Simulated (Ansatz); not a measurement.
Two G0W0 runs on K3SCl (antiperovskite) (Pm-3m).

The structure was built from a prototype and need not be the compound's stable phase.

```
Cl S K
1.0
     5.96996    0.00000    0.00000
     0.00000    5.96996    0.00000
     0.00000    0.00000    5.96996
Cl S K
1 1 3
Direct
  0.00000 0.00000 0.00000
  0.50000 0.50000 0.50000
  0.50000 0.50000 0.00000
  0.50000 0.00000 0.50000
  0.00000 0.50000 0.50000
```

The structure was relaxed with PBE. The structure type comes from a generator and need not be one that this composition takes. The runs that relaxed it are not among those shown. PAW set soft_2, made with PBE.

The first (Ansatz 0.2.0; start PBE, 2×2×2 mesh, 104 empty bands, screening to 36 eV; 4 threads of Arm Neoverse V2, shared host) gave, on its mesh: starting gap 1.79 eV, G0W0 gap 3.19 eV, RPA ε∞ (mean) 2.67, 3.3 s.

The second gave: starting gap 1.79 eV, G0W0 gap 3.38 eV, RPA ε∞ (mean) 2.64, 11 s.

Q: What was changed in the input? Choose among start, files, mesh, bands and cutoff, frequency model or another key.

Changed: empty bands from 104 to 295 and screening cutoff (eV) from 36 to 72. The starting gap stayed, which rules out the functional and points to the GW step. Other changes could give like numbers; this is the one that was made.

Limits: not at the basis limit; coarse k mesh.

[Paths, hosts, dates, memory and timing lines, banners, echoed tables and standing remarks are left out of the program output.]

[Logs are printed without paths, hosts, clocks, repeated set-up lines and the standing remarks that a program may print on its own settings, such as how far it seeks lower states.]

[Runs of the session that timed out or met a known fault of the program may be left out.]

[Cells called generated may have been cut or substituted from an entry of the Crystallography Open Database or the Materials Project.]

[Hosts, paths, dates, database ids (printed as entryN), source tags and the programs' standing remarks are cut or masked in the printed files.]
